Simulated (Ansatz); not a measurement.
# Work function of Na(100): what the settings cost and change

Aim: the numerical settings behind the work function of Na(100), with the cost of each.

Calculated with Ansatz 0.2.0; plane-wave DFT, PBE, Ansatz PAW.

Report form: the programs' logs are mostly left out.

**1. Set-up**

The cell holds 7 atoms: 7 Na. Its edges and angles: a = 4.230 Å, b = 4.230 Å, c = 30.690 Å, α = 90.0°, β = 90.0°, γ = 90.0°. Vacuum lies along c.

As a file:

```cif
data_structure
_symmetry_space_group_name_H-M 'P 1'
_symmetry_Int_Tables_number 1
_cell_length_a 4.2300
_cell_length_b 4.2300
_cell_length_c 30.6900
_cell_angle_alpha 90.000
_cell_angle_beta 90.000
_cell_angle_gamma 90.000
_cell_volume 549.13
loop_
_atom_site_label
_atom_site_type_symbol
_atom_site_fract_x
_atom_site_fract_y
_atom_site_fract_z
_atom_site_occupancy
Na1 Na 0.00000 0.00000 0.29326 1
Na2 Na 0.50000 0.50000 0.36217 1
Na3 Na 0.00000 0.00000 0.43109 1
Na4 Na 0.50000 0.50000 0.50000 1
Na5 Na 0.00000 0.00000 0.56891 1
Na6 Na 0.50000 0.50000 0.63783 1
Na7 Na 0.00000 0.00000 0.70674 1
```

**2. Run, setting cutoff 200 eV**

A work function rests on the faint tail of the density, so the SCF threshold is tight. The cutoff is raised first; then mesh and smearing are varied at the default cutoff.

Contents of input.yaml:

```yaml
crystal:
  lattice:
    - [4.23, 0.0, 0.0]
    - [0.0, 4.23, 0.0]
    - [0.0, 0.0, 30.69]
  atoms:
    - { symbol: Na, position: [0.0, 0.0, 0.293255132] }
    - { symbol: Na, position: [0.5, 0.5, 0.362170088] }
    - { symbol: Na, position: [0.0, 0.0, 0.431085044] }
    - { symbol: Na, position: [0.5, 0.5, 0.5] }
    - { symbol: Na, position: [0.0, 0.0, 0.568914956] }
    - { symbol: Na, position: [0.5, 0.5, 0.637829912] }
    - { symbol: Na, position: [0.0, 0.0, 0.706744868] }
kpoints:
  mp_grid: { grid: [10, 10, 1] }
hamiltonian:
  xc: pbe
scf:
  occupations: { method: fermi_dirac, width: 0.1 }
  convergence: { dr2_threshold: 1.0e-09 }
efield:
  axis: 3
  dipole_correction: true
  ramp_position: 0.97
  ramp_width: 0.06
basis:
  ecutwfc: "200 eV"
output:
  write_potential: true
  write_density: true
  volumetric_format: npy
  elf: true
```

The run is started by

```console
> ansatz run input.yaml --threads 2 --pin off --max-ram 3072MiB --backend cpu --events-out ev --progress --plain --runs-dir out
```

Elapsed: 20 s, on 2 threads of Arm Neoverse N1, shared host; peak memory 0.43 GiB.

This step gave:

| Item | Value |
| --- | --- |
| energy at zero smearing | -10383.7741 eV |
| work function, upper face | 2.755 eV |

Running mean over 2.115 Å of the planar mean; the ramp of the sawtooth is left out. Table of electron's electrostatic potential energy less the Fermi level by z:

| z (Å) | electron's electrostatic potential energy less the Fermi level (eV) |
| --- | --- |
| 4 | 2.74 |
| 5 | 2.72 |
| 6 | 2.63 |
| 7 | 2.27 |
| 8 | 0.494 |
| 9 | -0.849 |
| 10 | -0.870 |
| 11 | -0.827 |
| 12 | -0.835 |
| 13 | -0.824 |
| 14 | -0.821 |
| 15 | -0.832 |
| 16 | -0.829 |
| 17 | -0.819 |
| 18 | -0.829 |
| 19 | -0.834 |
| 20 | -0.831 |
| 21 | -0.893 |
| 22 | -0.706 |
| 23 | 1.34 |
| 24 | 2.44 |
| 25 | 2.67 |
| 26 | 2.73 |
| 27 | 2.74 |

Valence density in the ca plane at fractional y = 0.000, with atoms of Na within 0.2 Å of it. It is the smooth field of the valence electrons, not physical close to the nuclei.

Values in units of 1e0 e/Å³, 6 rows by 16 columns, each cell a mean:
```
0.0 0.1 4.8 0.7 0.0 0.0 3.4 2.2 0.0 0.0 1.7 3.9 0.0 0.0 0.0 0.0
0.0 0.0 0.1 0.0 0.0 0.0 0.1 0.0 0.0 0.0 0.0 0.1 0.0 0.0 0.0 0.0
0.0 0.0 0.0 0.0 0.0 0.0 0.0 0.0 0.0 0.0 0.0 0.0 0.0 0.0 0.0 0.0
0.0 0.0 0.0 0.0 0.0 0.0 0.0 0.0 0.0 0.0 0.0 0.0 0.0 0.0 0.0 0.0
0.0 0.0 0.3 0.1 0.0 0.0 0.2 0.1 0.0 0.0 0.1 0.2 0.0 0.0 0.0 0.0
0.0 0.1 8.5 1.3 0.0 0.0 6.1 3.9 0.0 0.0 3.1 6.8 0.0 0.0 0.0 0.0
```
Columns run along c (16.0 Å, from fractional 0.35 to 0.87 of the cell), rows up along a (4.2 Å). Atoms in or near the plane, at fractional coordinates: Na at (0.43, 0.00), Na at (0.57, 0.00), Na at (0.71, 0.00).

Electrostatic potential energy in the ca plane at fractional y = 0.000, with atoms of Na within 0.2 Å of it. With pseudopotentials it is smooth inside the atoms' cores, unlike the true potential.

Ten even steps from '0' (-48 eV) to '9' (2 eV), each cell a mean:
```
99998610279999998400489999997201689999999999
99999865789999999866899999998756899999999999
99999998999999999988999999999988999999999999
99999999999999999999999999999999999999999999
99999999999999999999999999999999999999999999
99999999999999999999999999999999999999999999
99999999999999999999999999999999999999999999
99999999999999999999999999999999999999999999
99999887899999999887899999999878899999999999
99999731489999998622689999998513789999999999
99998500179999998300389999997100589999999999
```
Columns run along c (16.0 Å, from fractional 0.35 to 0.87 of the cell; values clipped at the 3rd and 97th percentile), rows up along a (4.2 Å). Atoms in or near the plane, at fractional coordinates: Na at (0.43, 0.00), Na at (0.57, 0.00), Na at (0.71, 0.00).

ELF in the ca plane at fractional y = 0.000, with atoms of Na within 0.2 Å of it. It is the smooth field of the valence electrons, not physical close to the nuclei.

Values, 6 rows by 16 columns, each cell a mean:
```
0.28 0.12 0.47 0.24 0.25 0.15 0.39 0.33 0.19 0.24 0.29 0.44 0.05 0.03 0.00 0.00
0.37 0.19 0.11 0.13 0.33 0.25 0.11 0.12 0.28 0.34 0.16 0.11 0.08 0.02 0.00 0.00
0.36 0.33 0.26 0.31 0.35 0.36 0.27 0.28 0.34 0.39 0.39 0.29 0.16 0.02 0.00 0.00
0.36 0.30 0.20 0.26 0.35 0.34 0.21 0.22 0.34 0.40 0.31 0.21 0.14 0.02 0.00 0.00
0.35 0.15 0.18 0.12 0.29 0.21 0.15 0.14 0.24 0.30 0.16 0.16 0.07 0.02 0.00 0.00
0.26 0.14 0.47 0.29 0.24 0.13 0.43 0.37 0.18 0.23 0.34 0.46 0.06 0.03 0.00 0.00
```
Columns run along c (16.0 Å, from fractional 0.35 to 0.87 of the cell), rows up along a (4.2 Å). Atoms in or near the plane, at fractional coordinates: Na at (0.43, 0.00), Na at (0.57, 0.00), Na at (0.71, 0.00).

The work function is 2.755 eV.

**3. Slab**

Changes to input.yaml since step 2:

```diff
@@ -26,3 +26,3 @@
 basis:
-  ecutwfc: "200 eV"
+  ecutwfc: "300 eV"
 output:
@@ -31,2 +31 @@
   volumetric_format: npy
-  elf: true
```

The job ended after 37 s (2 threads; peak memory 0.58 GiB).

The work function is 2.665 eV, -0.090 eV from the run “cutoff 200 eV”, at 1.6 times its CPU time.

**4. Slab**

Changes to input.yaml since step 3:

```diff
@@ -26,3 +26,3 @@
 basis:
-  ecutwfc: "300 eV"
+  ecutwfc: "420 eV"
 output:
```

Run time: 53 s. Hardware: 2 threads; peak memory 0.83 GiB.

The work function is 2.665 eV, -0.089 eV from the run “cutoff 200 eV”, at 2.7 times its CPU time.

**5. Slab**

Changes to input.yaml since step 4:

```diff
@@ -26,3 +26,3 @@
 basis:
-  ecutwfc: "420 eV"
+  ecutwfc: "600 eV"
 output:
```

Wall time 96 s (2 threads); peak memory 1.3 GiB; 2.7 min of CPU time.

The work function is 2.665 eV, +0.000 eV from the run “cutoff 420 eV”, at 1.9 times its CPU time.

**6. Run**

Changes to input.yaml since step 5:

```diff
@@ -14,3 +14,3 @@
 kpoints:
-  mp_grid: { grid: [10, 10, 1] }
+  mp_grid: { grid: [2, 2, 1] }
 hamiltonian:
@@ -25,4 +25,2 @@
   ramp_width: 0.06
-basis:
-  ecutwfc: "600 eV"
 output:
```

Run time: 8.1 s. Hardware: 2 threads; peak memory 0.56 GiB; 9.5 s of CPU time.

The work function is 2.784 eV, +0.119 eV from the run “cutoff 420 eV”, at 0.11 times its CPU time.

**7. Slab**

Changes to input.yaml since step 6:

```diff
@@ -14,3 +14,3 @@
 kpoints:
-  mp_grid: { grid: [2, 2, 1] }
+  mp_grid: { grid: [3, 3, 1] }
 hamiltonian:
```

The job ended after 9.8 s (2 threads; peak memory 0.53 GiB; 13 s of CPU time).

The work function is 2.807 eV, +0.142 eV from the run “cutoff 420 eV”, at 0.15 times its CPU time.

**8. Run**

Changes to input.yaml since step 7:

```diff
@@ -14,3 +14,3 @@
 kpoints:
-  mp_grid: { grid: [3, 3, 1] }
+  mp_grid: { grid: [7, 7, 1] }
 hamiltonian:
```

It took 26 s on 2 threads; peak memory 0.67 GiB; 41 s of CPU time.

The work function is 2.667 eV, +0.002 eV from the run “cutoff 420 eV”, at 0.48 times its CPU time.

**9. Run**

Changes to input.yaml since step 8:

```diff
@@ -14,3 +14,3 @@
 kpoints:
-  mp_grid: { grid: [7, 7, 1] }
+  mp_grid: { grid: [15, 15, 1] }
 hamiltonian:
```

It took 91 s on 2 threads; peak memory 1.1 GiB; 2.6 min of CPU time.

The work function is 2.671 eV, +0.006 eV from the run “cutoff 420 eV”, at 1.8 times its CPU time.

**10. Run**

Changes to input.yaml since step 9:

```diff
@@ -14,3 +14,3 @@
 kpoints:
-  mp_grid: { grid: [15, 15, 1] }
+  mp_grid: { grid: [10, 10, 1] }
 hamiltonian:
@@ -18,3 +18,3 @@
 scf:
-  occupations: { method: fermi_dirac, width: 0.1 }
+  occupations: { method: gaussian, width: 0.05 }
   convergence: { dr2_threshold: 1.0e-09 }
```

The job ended after 53 s (2 threads; peak memory 0.83 GiB).

The work function is 2.623 eV, -0.042 eV from the run “cutoff 420 eV”, at 1.0 times its CPU time.

**11. Slab**

Changes to input.yaml since step 10:

```diff
@@ -18,3 +18,3 @@
 scf:
-  occupations: { method: gaussian, width: 0.05 }
+  occupations: { method: methfessel_paxton, width: 0.2 }
   convergence: { dr2_threshold: 1.0e-09 }
```

Wall time 50 s (2 threads); peak memory 0.83 GiB.

The work function is 2.647 eV, -0.018 eV from the run “cutoff 420 eV”, at 0.97 times its CPU time.

**12. Slab**

Changes to input.yaml since step 11:

```diff
@@ -18,3 +18,3 @@
 scf:
-  occupations: { method: methfessel_paxton, width: 0.2 }
+  occupations: { method: fermi_dirac, width: 0.3 }
   convergence: { dr2_threshold: 1.0e-09 }
```

Wall time 61 s (2 threads); peak memory 0.95 GiB.

The work function is 2.797 eV, +0.132 eV from the run “cutoff 420 eV”, at 1.2 times its CPU time.

**13. Slab**

Changes to input.yaml since step 12:

```diff
@@ -18,3 +18,3 @@
 scf:
-  occupations: { method: fermi_dirac, width: 0.3 }
+  occupations: { method: cold, width: 0.1 }
   convergence: { dr2_threshold: 1.0e-09 }
```

Run time: 48 s. Hardware: 2 threads; peak memory 0.83 GiB.

The work function is 2.642 eV, -0.023 eV from the run “cutoff 420 eV”, at 0.96 times its CPU time.

**14. Comparing the runs**

Times are for 2 threads of Arm Neoverse N1, shared host. The series side by side:

| no. | setting | work function, upper face (eV) | time | memory (GiB) |
| --- | --- | --- | --- | --- |
| 1 | cutoff 200 eV | 2.755 | 20 s | 0.43 |
| 2 | cutoff 300 eV | 2.665 | 37 s | 0.58 |
| 3 | cutoff 420 eV | 2.665 | 53 s | 0.83 |
| 4 | cutoff 600 eV | 2.665 | 96 s | 1.3 |
| 5 | mesh 2x2 | 2.784 | 8.1 s | 0.56 |
| 6 | mesh 3x3 | 2.807 | 9.8 s | 0.53 |
| 7 | mesh 7x7 | 2.667 | 26 s | 0.67 |
| 8 | mesh 15x15 | 2.671 | 91 s | 1.1 |
| 9 | Gaussian smearing 0.05 eV | 2.623 | 53 s | 0.83 |
| 10 | methfessel_paxton smearing 0.2 eV | 2.647 | 50 s | 0.83 |
| 11 | fermi_dirac smearing 0.3 eV | 2.797 | 61 s | 0.95 |
| 12 | cold smearing 0.1 eV | 2.642 | 48 s | 0.83 |

**15. Varying the input**

This step: plane-wave DFT, PBE, Ansatz PAW, but for the change named below (Ansatz 0.2.0).

An input spoilt on purpose, to show how the run answers: it repeats the earlier run “cutoff 200 eV” with hamiltonian.xc from pbe to gga, and scf.max_iter set to 80; its output block differs too.

Changes to input.yaml since step 13:

```diff
@@ -16,6 +16,7 @@
 hamiltonian:
-  xc: pbe
+  xc: gga
 scf:
-  occupations: { method: cold, width: 0.1 }
+  occupations: { method: fermi_dirac, width: 0.1 }
   convergence: { dr2_threshold: 1.0e-09 }
+  max_iter: 80
 efield:
@@ -25,2 +26,4 @@
   ramp_width: 0.06
+basis:
+  ecutwfc: "200 eV"
 output:
```

Elapsed: 0.02 s, on 2 threads; peak memory 0.08 GiB.

The program refused the input before any cycle.

The program's message: “Error: YAML parse error: error: line 17 column 7: hamiltonian.xc: unknown variant `gga`, expected one of `lda`, `lda-pw`, `pw92`, `pbe`, `pbesol`, `rpbe`, `revpbe`, `blyp`, `pbe0`, `revpbe0`, `b3lyp`, …”

The fault put into the input: an unknown functional.

**16. What came out**

| Item | Value |
| --- | --- |
| work function, cutoff 420 eV | 2.665 eV |
| work function, cutoff 600 eV | 2.665 eV |
| work function, mesh 3x3 | 2.807 eV |
| work function, Gaussian smearing 0.05 eV | 2.623 eV |

The run at the highest cutoff gives 2.67 eV, and the settings tried spread the value from 2.62 to 2.81 eV. Against 600 eV, a cutoff of 200 eV is off by +0.089 eV. Against 600 eV, a cutoff of 420 eV is off by -0.000 eV. Against the finest mesh, 15 points along a, the coarser ones are off by +0.11 (2), +0.14 (3) and -0.00 (7) eV. The smearing schemes and widths spread it over 0.17 eV. The ladder's slabs use the tabulated experimental lattice constant (two decimals; a low-temperature value for the alkali metals). In 1 run of the series (cutoff 200 eV) the program warns that electrons reach the sawtooth's ramp, which makes dipole and work function less sure.

[Logs are printed without paths, hosts, clocks, repeated set-up lines and the standing remarks that a program may print on its own settings, such as how far it seeks lower states.]

[Hosts, paths, dates, database ids (printed as entryN), source tags and the programs' standing remarks are cut or masked in the printed files.]

[Maps of the electrostatic potential energy from Ansatz leave out the sawtooth potential of an applied field or a dipole correction, so their vacuum need not be flat; planar profiles and work functions include it.]
